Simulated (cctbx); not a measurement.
# From intensities to atoms

Cell a = 4.3990 Å, b = 10.4550 Å, c = 8.1200 Å, α = 90.00°, β = 90.00°, γ = 90.00°; space group Cmcm (no. 63); content In8 Mo4 Y4.

Simulated single-crystal data (cctbx): Ag Kα, λ = 0.56087 Å, to d = 0.77 Å, 80 % of the full sphere, strongest reflection 5000 counts, noise from counting, a 4 % proportional error and a noise floor of 4 counts (s.d.); no absorption.

1 earlier start (other random phases, and plain and normalised amplitudes in turn) led nowhere (symmetry correlation 0.81).

Charge flipping in P1 on normalised amplitudes to 0.9 Å, δ = 0.9 σ, 10 % of the reflections treated as weak, 450 cycles:

```text
cycle      R  skewness
    0  0.677     0.22
   37  0.450     1.89
   74  0.421     1.92
  111  0.424     1.88
  148  0.436     3.61
  185  0.450     3.16
  222  0.451     3.28
  259  0.446     3.32
  296  0.445     3.26
  333  0.431     3.33
  370  0.428     3.34
  407  0.457     3.03
  444  0.441     2.99
origin shift          correlation  skewness
 0.317  0.047  0.168      0.930      4.59
 0.312  0.402  0.167      0.917      4.49
 0.313  0.407  0.451      0.869      2.73
 0.319  0.049  0.448      0.870      2.15
taken: symmetry correlation 0.930, skewness 4.59
peak      x       y       z  mult  height/sigma
Q1    0.0000  0.2875  0.2500    4     11.3
Q2    0.0000  0.1504  0.5431    8     10.5
Q3    0.0000  0.4247  0.7500    4      9.1
Q4    0.0000  0.2347  0.6657    8      1.8
Q5    0.0000  0.1497  0.2500    4      1.5
Q6    0.2657  0.1497  0.0391   16      1.4
Q7    0.1942  0.2281  0.7500    8      1.2
Q8    0.0000  0.4061  0.2500    4      1.2
```

The origin is taken among those within 0.04 of the best correlation, by the skewness of the map.

It took 0.33 s on 1 thread of Arm Neoverse V2, with other jobs on the host, peak memory 0.07 GiB.

**Question.** Which peaks are atoms, and which elements?

Heights follow Z only loosely here, so the multiplicities, which must add up to the content, decide. First model: Q1 = Mo1 (4 in the cell, height 11.3), Q2 = In1 (8 in the cell, height 10.5) and Q3 = Y1 (4 in the cell, height 9.1). Against the true structure, Q1 is Mo, Q2 is In and Q3 is Y; the other peaks are not atoms.

Least squares on F², isotropic:

```text
Rint 0.045, 258 unique reflections to 0.77 A
cycle     R1     wR2    GooF  max shift (A)
   1  0.1560  0.3330   8.406   0.04609
   2  0.0210  0.0445   1.123   0.00000
final R1 0.0210 wR2 0.0445 GooF 1.123  parameters 7  data/parameter 36.9
atom        x        y        z      Ueq    occ   su(xyz)  su(Uiso or U11)
Mo1    0.00000  0.28318  0.25000   0.0049  1.000  0.00009  0.0002
In1    0.00000  0.14986  0.54348   0.0039  1.000  0.00006  0.0002
Y1     0.00000  0.42911  0.75000   0.0059  1.000  0.00009  0.0002
difference map: max 1.50 min -1.63 rms 0.34
Q1    0.1113  0.1450  0.5520   16    1.60  0.50 A from In1
Q2    0.0000  0.4437  0.6935    8    1.55  0.48 A from Y1
Q3    0.1225  0.1990  0.2500    8    1.21  1.03 A from Mo1
Q4    0.0000  0.0437  0.0822    8    1.07  1.51 A from In1
Q5    0.2060  0.3008  0.0405   16    1.06  1.39 A from In1
```

Anisotropic refinement:

```text
Rint 0.045, 258 unique reflections to 0.77 A
cycle     R1     wR2    GooF  max shift (A)
   1  0.0210  0.0445   1.139   0.00024
   2  0.0172  0.0359   0.918   0.00000
final R1 0.0172 wR2 0.0359 GooF 0.918  parameters 14  data/parameter 18.4
atom        x        y        z      Ueq    occ   su(xyz)  su(Uiso or U11)
Mo1    0.00000  0.28319  0.25000   0.0048  1.000  0.00007  0.0004
In1    0.00000  0.14987  0.54347   0.0039  1.000  0.00005  0.0002
Y1     0.00000  0.42909  0.75000   0.0057  1.000  0.00008  0.0004
difference map: max 1.22 min -1.10 rms 0.29
Q1    0.1190  0.2013  0.2500    8    1.23  1.00 A from Mo1
Q2    0.0000  0.0480  0.0806    8    1.17  1.47 A from In1
Q3    0.0000  0.2624  0.7500    4    0.93  1.74 A from Y1
Q4    0.2176  0.3002  0.0402   16    0.84  1.35 A from In1
Q5    0.0000  0.2798  0.5106    8    0.82  1.38 A from In1
Q6    0.1219  0.3886  0.2500    8    0.80  1.23 A from Mo1
```

**Reading.** The refinement ends at R1 = 0.0172, wR2 = 0.0359, GooF = 0.92, with difference density between -1.10 and 1.22 e/Å³. Every site matches the true model in element, within 0.001 Å r.m.s., up to an allowed shift of origin.

True model:

```
atom  mult.    x       y       z  Ueq (Å²)
 In1      8  1/2  0.1499  0.5435    0.0038
 Mo1      4  1/2  0.2832     1/4    0.0048
  Y1      4  1/2  0.4290     3/4    0.0058
```

This is a model crystal, built by substitution and not relaxed, with assumed displacement parameters.

[Middle refinement cycles are left out of these outputs.]

[Logs are printed without paths, hosts, clocks, repeated set-up lines and the standing remarks that a program may print on its own settings, such as how far it seeks lower states.]
